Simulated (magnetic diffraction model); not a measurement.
# Moment size from magnetic intensity in Nd3SnPt3

Space group Cmcm (no. 63), a = 4.5080 Å, b = 10.5490 Å, c = 13.9050 Å.

| site | atom | x | y | z |
| --- | --- | --- | --- | --- |
| 4c | Pt | 0 | 0.2048 | 3/4 |
| 8f | Pt | 0 | 0.0821 | 0.9017 |
| 4c | Nd | 0 | 0.4962 | 3/4 |
| 8f | Nd | 1/2 | 0.2910 | 0.9018 |
| 4b | Sn | 1/2 | 0 | 0 |

This is a made-up structure (elements placed in a structure type, unrelaxed), so the numbers test the method and describe no known phase.

Only Nd is taken to order (form factors of Nd3+); orders and moment sizes are assumed, and not adapted to the symmetry. Radiation: neutrons of λ = 2.52 Å, 1.5° to 60°; isotropic B of 0.2 Å² (Pt), 0.3 Å² (Nd) and 0.35 Å² (Sn). The intensities are simulated: I ∝ L Σ (|F_N|² + |F_M⊥|²) for unpolarised neutrons, with F_M = 2.695 fm/μB × Σ f(s) S exp(2πi Q·r) exp(−B s²) at Q = H ± k (one set where k and −k are equivalent), only the part normal to Q counting and L = 1/(sin²θ cos θ). For a modulated order the moment at position r is S exp(−2πi k·r) + c.c., with S = m/2 for a sine wave of amplitude m and S = m(u + iv)/2 for moments turning in a plane, u and v being orthogonal unit vectors in it; the phase factor of the sum at Q = H + k is then exp(2πi H·r). Form factors are spin-only for 3d ions and dipole or tabulated for f ions, scattering lengths are Sears's of 1992, and absorption is left out. A label names one of the reflections at its angle. The strongest nuclear line in the range is 100, and lines under 0.2 are left out.

In a first state the assumed order is k = (0 1/5 0), a sine wave with moments along [001] (amplitudes given), 3.1 μB on Nd; signs + at (0, 0.4962, 3/4), + at (1/2, 0.0038, 1/4), + at (1/2, 0.2910, 0.9018), + at (0, 0.2090, 0.0982), − at (1/2, 0.2910, 0.5982), − at (0, 0.2090, 0.4018), with this pattern:

```tsv
2θ (°)	index	nuclear	magnetic
2.74	(0 1/5 0)	0.0	205.1
10.75	(0 1/5 1)	0.0	4.6
24.83	(0 9/5 0)	0.0	2.5
26.98	(0 9/5 1)	0.0	7.2
27.64	(0 2 0)	0.6	0.0
29.61	(0 2 1)	21.0	0.0
30.47	(0 11/5 0)	0.0	1.6
32.28	(0 11/5 1)	0.0	5.3
32.66	(0 9/5 2)	0.0	3.1
34.36	(1 4/5 0)	0.0	2.6
34.90	(0 2 2)	4.6	0.0
35.39	(1 1 0)	13.4	0.0
35.99	(1 4/5 1)	0.0	0.8
36.61	(1 6/5 0)	0.0	2.3
36.98	(1 1 1)	11.1	0.0
37.23	(0 11/5 2)	0.0	2.8
```
(The table stops after 16 lines; 26 more lie at higher angle.)

**Question.** Nearer the ordering temperature the line at 2.74° has total intensity 18.5 on the same scale, and all moments have shrunk alike. How large is the Nd moment?

The nuclear part, 0.0, stays, so the magnetic part is 18.5 against 205.1. It goes as m², so m = 3.1 × √(18.5/205.1) = 0.93 μB; the value used was 0.93 μB.

[Logs are printed without paths, hosts, clocks, repeated set-up lines and the standing remarks that a program may print on its own settings, such as how far it seeks lower states.]
